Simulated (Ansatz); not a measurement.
## La2O3 (P-3m1): refractive index against wavelength

The refractive index of La2O3 (P-3m1) along x below the direct gap (3.97 eV on the mesh) is read from one computed spectrum, n = √(Re ε). x, y and z are the Cartesian axes of the input cell.

It takes space group P-3m1 (No. 164, trigonal). Conventional cell: a = 3.931 Å, b = 3.931 Å, c = 6.112 Å, α = 90.00°, β = 90.00°, γ = 120.00°. La on site d has 4 O at 2.36 to 2.44 Å as nearest neighbours. O on site a has 6 La at 2.72 Å as nearest neighbours. Around O on site d lie 4 La at 2.36 to 2.44 Å.

Method: Ansatz 0.2.0, PBE, independent particles, k-mesh 9×9×5 with interpolation inside its cells, Gaussian parameter 0.1 eV.

Launch of the response step: `ansatz run input.yaml --threads 4 --pin off --max-ram 8192MiB --backend cpu --events-out ev --progress --plain --runs-dir out`. The run took 26 s, on 4 threads of AMD EPYC 9R45 96-Core Processor (Zen 5), on a shared host.

```tsv
wavelength (nm)	photon energy E (eV)	n
1310	0.946	2.2509
1064	1.165	2.2587
850	1.459	2.2721
700	1.771	2.2906
633	1.959	2.3040
532	2.331	2.3367
450	2.755	?
```

In the single-oscillator model n² − 1 = E₀E_d/(E₀² − E²), so 1/(n² − 1) = E₀/E_d − E²/(E₀E_d) is linear in E².

Working, on the rows shown:

| x = E² (eV²) | y = 1/(n² − 1) |
| --- | --- |
| 0.895757 | 0.245909 |
| 1.35784 | 0.2438 |
| 2.12762 | 0.240244 |
| 3.13716 | 0.235469 |
| 3.83641 | 0.232104 |
| 5.43137 | 0.224207 |

Means: x̄ = 2.7977, ȳ = 0.23696. Σ(x − x̄)(y − ȳ) = -0.06821, Σ(x − x̄)² = 14.27. Slope = -0.06821 / 14.27 = -0.00478; intercept = ȳ − slope · x̄ = 0.25033. Turned back into n, the line misses the rows shown by at most 0.00068.

Problem. Fill in the last column of the withheld row.

Solution. At x = 7.5912 the line gives y = 0.21404, that is 2.3816. The run gave 2.3867, so the extrapolation is off by 0.0051, 4 % of the range in the table.

Refitted with all rows, the slope is -0.004914 and the intercept 0.25064. These give E₀ = √(intercept/−slope) = 7.14 eV and E_d = E₀/intercept = 28.5 eV; E₀ is 1.8 times the direct gap. The electronic limit at long wavelengths, without lattice vibrations, is n = √(1 + 1/intercept) = 2.234. Excitons are left out and so are local fields; PBE gaps are as a rule too small. Spin-orbit coupling is left out.

[Logs are printed without paths, hosts, clocks, repeated set-up lines and the standing remarks that a program may print on its own settings, such as how far it seeks lower states.]
